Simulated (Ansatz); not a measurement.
# Li on Ag(100): change of the work function

Wanted: Δφ(θ) for Li/Ag(100), starting from the hollow site.

Main program and level: Ansatz 0.2.0; plane-wave DFT, RPBE, Ansatz PAW.

This is a report of a sequence of runs, with most program output left out.

### Step 1. Set-up

The cell holds 4 atoms: 4 Ag. Its edges and angles: a = 2.892 Å, b = 2.892 Å, c = 24.135 Å, α = 90.0°, β = 90.0°, γ = 90.0°. Vacuum lies along c.

### Step 2. The clean slab

The bare slab comes first, as the zero from which every change is counted. The two lowest layers are held at bulk places and the upper ones relax. The dipole correction removes the false field that a one-sided slab makes across the periodic vacuum, so each face gets a flat vacuum level of its own.

File input.yaml:

```yaml
crystal:
  lattice:
    - [2.8920667351, 0.0, 0.0]
    - [0.0, 2.8920667351, 0.0]
    - [0.0, 0.0, 24.135]
  atoms:
    - { symbol: Ag, position: [0.5, 0.5, 0.3729024239] }
    - { symbol: Ag, position: [0.0, 0.0, 0.4576341413] }
    - { symbol: Ag, position: [0.5, 0.5, 0.5423658587] }
    - { symbol: Ag, position: [0.0, 0.0, 0.6270975761] }
kpoints:
  mp_grid: { grid: [10, 10, 1] }
hamiltonian:
  xc: rpbe
scf:
  occupations: { method: fermi_dirac, width: 0.1 }
  convergence: { dr2_threshold: 1.0e-08 }
efield:
  axis: 3
  dipole_correction: true
  ramp_position: 0.97
  ramp_width: 0.06
relax:
  f_tol: 0.02
  max_steps: 60
  constraints: [{ sites: [0, 1] }]
output:
  write_potential: true
  write_density: true
  volumetric_format: npy
```

Run with:

```
ansatz run input.yaml --threads 4 --pin off --max-ram 12288MiB --backend cpu --events-out ev --progress --plain --runs-dir out
```

Run time: 14 s. Hardware: 4 threads of Arm Neoverse V1, shared host; peak memory 0.53 GiB.

Relaxation path:

```tsv
step	energy less that of the first step (eV)	largest force component (eV/Å)
1	0.0000	0.3189
2	-0.0445	0.0803
3	-0.0469	0.0107
```

Forces are held to the 8 operations that the run works with; a distortion that breaks them can't arise in this run.

The atoms that moved most (Å):

```tsv
atom	dx	dy	dz	length
Ag4	0.000	0.000	0.248	0.248
Ag3	0.000	0.000	0.145	0.145
```

Final coordinates:

```cif
data_structure
_symmetry_space_group_name_H-M 'P 1'
_symmetry_Int_Tables_number 1
_cell_length_a 2.8921
_cell_length_b 2.8921
_cell_length_c 24.1350
_cell_angle_alpha 90.000
_cell_angle_beta 90.000
_cell_angle_gamma 90.000
_cell_volume 201.87
loop_
_atom_site_label
_atom_site_type_symbol
_atom_site_fract_x
_atom_site_fract_y
_atom_site_fract_z
_atom_site_occupancy
Ag1 Ag 0.50000 0.50000 0.37290 1
Ag2 Ag 0.00000 0.00000 0.45763 1
Ag3 Ag 0.50000 0.50000 0.54838 1
Ag4 Ag 0.00000 0.00000 0.63739 1
```

This step gave:

- energy at zero smearing: -30393.4705 eV
- work function, upper face: 4.043 eV
- work function, lower face: 4.005 eV
- dipole along the normal: -0.001724 e·Å
- step between the vacuum levels: 0.03728 eV

Running mean over 2.045 Å of the planar mean; the ramp of the sawtooth is left out. Electron's electrostatic potential energy less the Fermi level against z:

```tsv
z (Å)	electron's electrostatic potential energy less the Fermi level (eV)
3	4.01
4	4.00
5	4.00
6	3.95
7	3.39
8	-1.47
9	-5.83
10	-6.13
11	-6.07
12	-5.19
13	-5.81
14	-5.50
15	-5.68
16	-3.86
17	2.31
18	3.91
19	4.03
20	4.04
21	4.04
```

The relaxation took 3 steps and lowered the energy by 0.047 eV; the largest force on the free atoms ends at 0.011 eV/Å.

The work function of the upper face is 4.04 eV.

### Step 3. Adsorbate added, k-mesh 5×5×1, coverage 0.25 ML

System of this step: Li/Ag(100). The cell holds 17 atoms: 16 Ag and 1 Li. Its edges and angles: a = 5.784 Å, b = 5.784 Å, c = 26.392 Å, α = 90.0°, β = 90.0°, γ = 90.0°. Vacuum lies along c.

The clean slab as it ended is repeated in the plane and the adsorbate is set on one face; the cell's size fixes the coverage, and the k-mesh shrinks with it to keep the sampling density about even. Adsorbate and upper layers relax, since the dipole depends on the height.

File input.yaml:

```yaml
crystal:
  lattice:
    - [5.7841334702, 0.0, 0.0]
    - [0.0, 5.7841334702, 0.0]
    - [0.0, 0.0, 26.39209437]
  atoms:
    - { symbol: Ag, position: [0.25, 0.25, 0.3410112087] }
    - { symbol: Ag, position: [0.0, 0.0, 0.4184965333] }
    - { symbol: Ag, position: [0.25, 0.25, 0.5014814386] }
    - { symbol: Ag, position: [0.0, 0.0, 0.5828796184] }
    - { symbol: Ag, position: [0.25, 0.75, 0.3410112087] }
    - { symbol: Ag, position: [0.0, 0.5, 0.4184965333] }
    - { symbol: Ag, position: [0.25, 0.75, 0.5014814386] }
    - { symbol: Ag, position: [0.0, 0.5, 0.5828796184] }
    - { symbol: Ag, position: [0.75, 0.25, 0.3410112087] }
    - { symbol: Ag, position: [0.5, 0.0, 0.4184965333] }
    - { symbol: Ag, position: [0.75, 0.25, 0.5014814386] }
    - { symbol: Ag, position: [0.5, 0.0, 0.5828796184] }
    - { symbol: Ag, position: [0.75, 0.75, 0.3410112087] }
    - { symbol: Ag, position: [0.5, 0.5, 0.4184965333] }
    - { symbol: Ag, position: [0.75, 0.75, 0.5014814386] }
    - { symbol: Ag, position: [0.5, 0.5, 0.5828796184] }
    - { symbol: Li, position: [0.25, 0.25, 0.6589887913] }
kpoints:
  mp_grid: { grid: [5, 5, 1] }
hamiltonian:
  xc: rpbe
scf:
  occupations: { method: fermi_dirac, width: 0.1 }
  convergence: { dr2_threshold: 1.0e-08 }
efield:
  axis: 3
  dipole_correction: true
  ramp_position: 0.97
  ramp_width: 0.06
relax:
  f_tol: 0.02
  max_steps: 60
  constraints: [{ sites: [0, 1, 4, 5, 8, 9, 12, 13] }]
output:
  bader: true
  dos: { projected: true, e_range: [-8, 4] }
  write_potential: true
  write_density: true
  volumetric_format: npy
  elf: true
```

Run time: 2 min. Hardware: 4 threads; peak memory 3.5 GiB.

The steps of the relaxation:

```tsv
step	energy less that of the first step (eV)	largest force component (eV/Å)
1	0.0000	0.3234
2	-0.0389	0.0937
3	-0.0422	0.0089
```

The run keeps the 8 symmetry operations that it works with, so distortions that break them were not tested.

The atoms that moved most (Å):

```tsv
atom	dx	dy	dz	length
Li17	0.000	0.000	-0.138	0.138
Ag16	0.007	0.007	0.048	0.049
Ag12	0.007	-0.007	0.048	0.049
Ag8	-0.007	0.007	0.048	0.049
Ag4	-0.007	-0.007	0.048	0.049
Ag7	0.000	0.000	-0.005	0.005
Ag11	0.000	0.000	-0.005	0.005
```

The relaxed structure:

```cif
data_structure
_symmetry_space_group_name_H-M 'P 1'
_symmetry_Int_Tables_number 1
_cell_length_a 5.7841
_cell_length_b 5.7841
_cell_length_c 26.3921
_cell_angle_alpha 90.000
_cell_angle_beta 90.000
_cell_angle_gamma 90.000
_cell_volume 882.98
loop_
_atom_site_label
_atom_site_type_symbol
_atom_site_fract_x
_atom_site_fract_y
_atom_site_fract_z
_atom_site_occupancy
Ag1 Ag 0.25000 0.25000 0.34101 1
Ag2 Ag 0.00000 0.00000 0.41850 1
Ag3 Ag 0.25000 0.25000 0.50140 1
Ag4 Ag 0.99875 0.99875 0.58469 1
Ag5 Ag 0.25000 0.75000 0.34101 1
Ag6 Ag 0.00000 0.50000 0.41850 1
Ag7 Ag 0.25000 0.75000 0.50128 1
Ag8 Ag 0.99875 0.50125 0.58469 1
Ag9 Ag 0.75000 0.25000 0.34101 1
Ag10 Ag 0.50000 0.00000 0.41850 1
Ag11 Ag 0.75000 0.25000 0.50128 1
Ag12 Ag 0.50125 0.99875 0.58469 1
Ag13 Ag 0.75000 0.75000 0.34101 1
Ag14 Ag 0.50000 0.50000 0.41850 1
Ag15 Ag 0.75000 0.75000 0.50164 1
Ag16 Ag 0.50125 0.50125 0.58469 1
Li17 Li 0.25000 0.25000 0.65377 1
```

Numbers from this step:

```yaml
energy_at_zero_smearing: -121779.5324 eV
work_function_upper_face: 2.517 eV
work_function_lower_face: 4.036 eV
dipole_along_the_normal: 0.2808 e·Å
step_between_the_vacuum_levels: -1.519 eV
```

Running mean over 2.045 Å of the planar mean; the ramp of the sawtooth is left out. Electron's electrostatic potential energy less the Fermi level against z:

```tsv
z (Å)	electron's electrostatic potential energy less the Fermi level (eV)
3.5	4.04
4.0	4.04
4.5	4.03
5.0	4.03
5.5	4.02
6.0	3.98
6.5	3.86
7.0	3.41
7.5	1.75
8.0	-1.44
8.5	-4.48
9.0	-5.82
9.5	-6.08
10.0	-6.12
10.5	-6.14
11.0	-6.06
11.5	-5.62
12.0	-5.18
12.5	-5.30
13.0	-5.77
13.5	-5.75
14.0	-5.24
14.5	-5.12
15.0	-5.54
15.5	-5.70
16.0	-4.48
16.5	-1.89
17.0	0.647
17.5	1.69
18.0	1.93
18.5	2.21
19.0	2.40
19.5	2.47
20.0	2.50
20.5	2.51
21.0	2.51
21.5	2.52
22.0	2.52
22.5	2.52
23.0	2.52
```

The density of states has structure finer than the step of the table below, so its rows give means over 0.25 eV, whole bins alone (the curve runs from -8 to 1.98 eV). Peaks (eV: height): -4.660: 101, -4.330: 97.4, -4.240: 87.2, -3.820: 78.6, -3.640: 91.4, -3.370: 89.5, -3.160: 89.8.

The density of states by energy, zero at the Fermi level; means over each step:

energy (eV), density of states (states/eV a cell) and a bar:
```
    -7.25          0 
    -7.00          0 
    -6.75          1 #
    -6.50          2 #
    -6.25          3 #
    -6.00          9 ####
    -5.75         44 ####################
    -5.50         50 #######################
    -5.25         54 ########################
    -5.00         41 ###################
    -4.75         53 ########################
    -4.50         48 ######################
    -4.25         66 ##############################
    -4.00         55 #########################
    -3.75         65 ##############################
    -3.50         64 #############################
    -3.25         63 #############################
    -3.00         39 ##################
    -2.75          6 ###
    -2.50          5 ##
    -2.25          2 #
    -2.00          3 #
    -1.75          6 ###
    -1.50          3 #
    -1.25          3 #
    -1.00          4 ##
    -0.75          5 ##
    -0.50          4 ##
    -0.25          6 ###
     0.00          6 ###
     0.25          8 ###
     0.50          6 ###
     0.75          3 ##
     1.00          6 ###
     1.25          8 ####
     1.50          4 ##
     1.75          5 ##
```

Projected DOS per atom over height of the atomic layer and energy from the Fermi level. Layers: Ag4 Ag4 Ag4 Ag4 Li from below.

Ten even steps from '0' (0.00 states/eV) to '9' (4.85 states/eV), each cell a mean:
```
00001
00001
00000
00000
00000
00000
00000
00000
00000
00000
11110
88860
95790
85690
67660
55670
58740
14200
00000
00000
00000
00000
```
Columns: height of the atomic layer (Å) from 9 to 17.3 (not evenly spaced); rows upwards: energy from the Fermi level (eV) from -7.96 to 1.95.

ELF in the ca plane at fractional y = 0.250, with atoms of Ag and Li within 0.2 Å of it. It is the smooth field of the valence electrons, not physical close to the nuclei.

Values in units of 1e-1, 8 rows by 16 columns, each cell a mean:
```
2.6 2.3 1.7 1.7 2.2 2.5 1.7 1.7 2.4 2.5 1.2 0.3 0.1 0.0 0.0 0.0
5.9 4.8 1.6 1.6 4.6 5.9 1.8 1.6 1.6 1.2 0.5 0.2 0.0 0.0 0.0 0.0
5.1 4.2 1.6 1.6 4.0 5.2 1.7 1.6 1.7 1.4 0.6 0.2 0.0 0.0 0.0 0.0
2.0 1.9 1.7 1.7 1.9 1.9 1.7 1.8 2.7 2.8 1.4 0.4 0.1 0.0 0.0 0.0
2.6 2.3 1.7 1.7 2.2 2.5 1.7 2.0 2.3 0.8 0.9 0.5 0.1 0.0 0.0 0.0
5.9 4.9 1.6 1.6 4.6 6.0 1.8 2.3 2.6 6.2 0.2 0.4 0.1 0.0 0.0 0.0
5.1 4.2 1.6 1.6 4.0 5.1 1.7 2.2 2.1 4.1 0.3 0.4 0.1 0.0 0.0 0.0
2.0 1.9 1.7 1.7 1.9 2.0 1.7 1.9 2.8 1.5 1.2 0.5 0.1 0.0 0.0 0.0
```
Columns run along c (16.0 Å, from fractional 0.32 to 0.92 of the cell), rows up along a (5.8 Å). Atoms in or near the plane, at fractional coordinates: Ag at (0.34, 0.25), Ag at (0.50, 0.25), Ag at (0.34, 0.75), Ag at (0.50, 0.75), Li at (0.65, 0.25).

Electrostatic potential energy in the ca plane at fractional y = 0.250, with atoms of Ag and Li within 0.2 Å of it. With pseudopotentials it is smooth inside the atoms' cores, unlike the true potential.

Ten even steps from '0' (-35 eV) to '9' (7 eV), each cell a mean:
```
98889999999998889999999999999999999999999999
74347999999864358999999999999999999999999999
40014899999720016999999999999999999999999999
20003799999610005899999999999999999999999999
41014899999720026999999999999999999999999999
74347999999864458999999999999999999999999999
98889999999988889999999999999999999999999999
99899999999999899999999999999999999999999999
86678999999986679999999988899999999999999999
52125899999742137999999855688999999999999999
30003899999610015899998610378999999999999999
30003899999610015899998611378999999999999999
52125899999841137999999855688999999999999999
87678999999986679999999988899999999999999999
99899999999999999999999999999999999999999999
```
Columns run along c (16.0 Å, from fractional 0.32 to 0.92 of the cell; values clipped at the 3rd and 97th percentile), rows up along a (5.8 Å). Atoms in or near the plane, at fractional coordinates: Ag at (0.34, 0.25), Ag at (0.50, 0.25), Ag at (0.34, 0.75), Ag at (0.50, 0.75), Li at (0.65, 0.25).

Valence density in the ca plane at fractional y = 0.250, with atoms of Ag and Li within 0.2 Å of it. It is the smooth field of the valence electrons, not physical close to the nuclei.

Ten steps, logarithmic in the rise over the least value, from '0' (0 e/Å³) to '9' (18 e/Å³), each cell a mean:
```
12221111111112211111110000000000000000000000
35553111111235542111110000000000000000000000
58985211011368873110000000000000000000000000
69996210001379984110000000000000000000000000
58885211011368873110000000000000000000000000
35553111111235542111110000000000000000000000
12221111111112211111110000000000000000000000
11111111111111111111111000000000000000000000
23432111111123321111111000000000000000000000
46764111111257763111110123100000000000000000
68986210001379984110000267400000000000000000
68986210001379984110000267400000000000000000
46764111111257763111110023100000000000000000
13332111111123321111111000000000000000000000
11111111111111111111111000000000000000000000
```
Columns run along c (16.0 Å, from fractional 0.32 to 0.92 of the cell), rows up along a (5.8 Å). Atoms in or near the plane, at fractional coordinates: Ag at (0.34, 0.25), Ag at (0.50, 0.25), Ag at (0.34, 0.75), Ag at (0.50, 0.75), Li at (0.65, 0.25).

The relaxation took 3 steps and lowered the energy by 0.042 eV; the largest force on the free atoms ends at 0.0089 eV/Å.

By hand: a sheet of dipoles makes a step −p/(ε₀A) in the electron's potential. With e/ε₀ = 180.95 V·Å, p = 0.2808 e·Å and A = 33.46 Å², that is −180.95 × (0.2808) / 33.46 = -1.519 eV, and the two vacuum levels of the run differ by -1.519 eV.

The covered face has 2.52 eV, -1.53 eV against the clean one; the bare back face has moved by +0.03 eV, a measure of how thin the slab is.

### Step 4. Adsorbate added, k-mesh 5×5×1, coverage 0.5 ML

System of this step: Li/Ag(100). The cell holds 18 atoms: 16 Ag and 2 Li. Cell: a = 5.784 Å, b = 5.784 Å, c = 26.392 Å, α = 90.0°, β = 90.0°, γ = 90.0°. Vacuum lies along c.

Another coverage, to see how the dipoles act on each other as their distance changes.

Changes to input.yaml since step 3:

```diff
@@ -23,2 +23,3 @@
     - { symbol: Li, position: [0.25, 0.25, 0.6589887913] }
+    - { symbol: Li, position: [0.75, 0.75, 0.6589887913] }
 kpoints:
@@ -45,2 +46 @@
   volumetric_format: npy
-  elf: true
```

Run time: 2.1 min. Hardware: 4 threads; peak memory 3.5 GiB.

Step by step:

```tsv
step	energy less that of the first step (eV)	largest force component (eV/Å)
1	0.0000	0.2696
2	-0.0574	0.0731
3	-0.0624	0.0035
```

Forces are held to the 16 operations that the run works with; a distortion that breaks them can't arise in this run.

The atoms that moved most (Å):

```tsv
atom	dx	dy	dz	length
Li18	0.000	0.000	-0.082	0.082
Li17	0.000	0.000	-0.082	0.082
Ag4	0.000	0.000	0.076	0.076
Ag8	0.000	0.000	0.076	0.076
Ag16	0.000	0.000	0.076	0.076
Ag12	0.000	0.000	0.076	0.076
Ag3	0.000	0.000	0.011	0.011
Ag15	0.000	0.000	0.011	0.011
```

Final coordinates:

```
Ag Li
1.0
     5.78413    0.00000    0.00000
     0.00000    5.78413    0.00000
     0.00000    0.00000   26.39209
Ag Li
16 2
Direct
  0.25000 0.25000 0.34101
  0.00000 0.00000 0.41850
  0.25000 0.25000 0.50189
  0.00000 0.00000 0.58577
  0.25000 0.75000 0.34101
  0.00000 0.50000 0.41850
  0.25000 0.75000 0.50116
  0.00000 0.50000 0.58577
  0.75000 0.25000 0.34101
  0.50000 0.00000 0.41850
  0.75000 0.25000 0.50116
  0.50000 0.00000 0.58577
  0.75000 0.75000 0.34101
  0.50000 0.50000 0.41850
  0.75000 0.75000 0.50189
  0.50000 0.50000 0.58577
  0.25000 0.25000 0.65590
  0.75000 0.75000 0.65590
```

Numbers from this step:

```
energy at zero smearing        : -121985.2813 eV
work function, upper face      : 2.362 eV
work function, lower face      : 4.050 eV
dipole along the normal        : 0.3121 e·Å
step between the vacuum levels : -1.688 eV
```

The density of states has structure finer than the step of the table below, so its rows give means over 0.25 eV, whole bins alone (the curve runs from -8 to 1.98 eV). Peaks (eV: height): -5.110: 82.8, -4.900: 90.3, -4.600: 82.6, -4.420: 110, -4.300: 97.9, -3.160: 82.5, -3.100: 120.

Table of density of states by energy, zero at the Fermi level; means over each step:

```tsv
energy (eV)	density of states (states/eV a cell)
-7.25	0
-7.00	0.283
-6.75	1.45
-6.50	1.49
-6.25	2.63
-6.00	8.39
-5.75	44.5
-5.50	55.1
-5.25	52.8
-5.00	47.7
-4.75	44.3
-4.50	57.9
-4.25	57.6
-4.00	57.6
-3.75	59.7
-3.50	62.6
-3.25	59.6
-3.00	45.8
-2.75	7.95
-2.50	3.15
-2.25	1.71
-2.00	5.75
-1.75	4.20
-1.50	3.68
-1.25	4.44
-1.00	4.38
-0.75	4.60
-0.50	4.03
-0.25	6.42
0.00	6.24
0.25	6.38
0.50	4.49
0.75	7.22
1.00	6.81
1.25	4.42
1.50	10.3
1.75	5.13
```

Projected DOS per atom over height of the atomic layer and energy from the Fermi level. Layers: Ag4 Ag4 Ag4 Ag4 Li2 from below.

Ten even steps from '0' (0.00 states/eV) to '9' (4.91 states/eV), each cell a mean:
```
00000
00000
00001
00000
00000
00000
00000
00000
00000
00000
11100
89840
95880
85690
67670
44580
58650
14200
00000
00000
00000
00000
```
Columns: height of the atomic layer (Å) from 9 to 17.3 (not evenly spaced); rows upwards: energy from the Fermi level (eV) from -7.96 to 1.95.

The relaxation took 3 steps and lowered the energy by 0.062 eV; the largest force on the free atoms ends at 0.0035 eV/Å.

The covered face has 2.36 eV, -1.68 eV against the clean one; the bare back face has moved by +0.04 eV, a measure of how thin the slab is.

### Step 5. The covered slab, k-mesh 10×10×1, coverage 1 ML

System of this step: Li/Ag(100). The cell holds 5 atoms: 4 Ag and 1 Li. Its edges and angles: a = 2.892 Å, b = 2.892 Å, c = 26.392 Å, α = 90.0°, β = 90.0°, γ = 90.0°. Vacuum lies along c.

input.yaml, the sections that differ from step 4:

```yaml
crystal:
  lattice:
    - [2.8920667351, 0.0, 0.0]
    - [0.0, 2.8920667351, 0.0]
    - [0.0, 0.0, 26.39209437]
  atoms:
    - { symbol: Ag, position: [0.5, 0.5, 0.3410112087] }
    - { symbol: Ag, position: [0.0, 0.0, 0.4184965333] }
    - { symbol: Ag, position: [0.5, 0.5, 0.5014814386] }
    - { symbol: Ag, position: [0.0, 0.0, 0.5828796184] }
    - { symbol: Li, position: [0.5, 0.5, 0.6589887913] }
kpoints:
  mp_grid: { grid: [10, 10, 1] }
relax:
  f_tol: 0.02
  max_steps: 60
  constraints: [{ sites: [0, 1] }]
output:
  bader: true
  write_potential: true
  write_density: true
  volumetric_format: npy
# hamiltonian, scf, efield: as in step 4
```

Elapsed: 19 s, on 4 threads; peak memory 0.58 GiB; 74 s of CPU time.

Step by step:

```tsv
step	energy less that of the first step (eV)	largest force component (eV/Å)
1	0.0000	0.3304
2	-0.0180	0.1404
3	-0.0210	0.0020
```

Forces are held to the 8 operations that the run works with; a distortion that breaks them can't arise in this run.

The atoms that moved most (Å):

```tsv
atom	dx	dy	dz	length
Li5	0.000	0.000	-0.095	0.095
Ag4	0.000	0.000	0.065	0.065
```

The relaxation took 3 steps and lowered the energy by 0.021 eV; the largest force on the free atoms ends at 0.0020 eV/Å.

The covered face has 2.95 eV, -1.09 eV against the clean one; the bare back face has moved by -0.02 eV, a measure of how thin the slab is.

### Step 6. Work function against coverage

This step: plane-wave DFT, RPBE, Ansatz PAW; work function against coverage (Ansatz 0.2.0).

The runs are now put side by side.

This step gave:

```yaml
work_function_of_the_clean_face: 4.043 eV
largest_change_of_the_work_function: -1.680 eV
```

Table of work function of the covered face by coverage:

```tsv
coverage (adsorbates/nm²)	work function of the covered face (eV)
0.00	4.04
2.99	2.52
5.98	2.36
11.96	2.95
```

The dipole per adsorbate comes from the change of the cell's dipole. Coverage, by row:

```tsv
coverage (1/nm²)	coverage (ML)	work function (eV)	change (eV)	dipole per adsorbate, positive end outwards (debye)	mean height of the added atoms over the highest substrate atom (Å)
2.989	0.25	2.517	-1.525	1.382	1.823
5.978	0.5	2.362	-1.68	0.766	1.851
11.96	1	2.951	-1.091	0.237	1.849
```

[end of part 1 of 2]

[Logs are printed without paths, hosts, clocks, repeated set-up lines and the standing remarks that a program may print on its own settings, such as how far it seeks lower states.]

[Hosts, paths, dates, database ids (printed as entryN), source tags and the programs' standing remarks are cut or masked in the printed files.]

[Maps of the electrostatic potential energy from Ansatz leave out the sawtooth potential of an applied field or a dipole correction, so their vacuum need not be flat; planar profiles and work functions include it.]

[The density of states shown here was stored with 400 of the rows of the run's finer table, so its peaks can read low, often by over a quarter, or be missed, and its means over a window can be off by a tenth or more.]
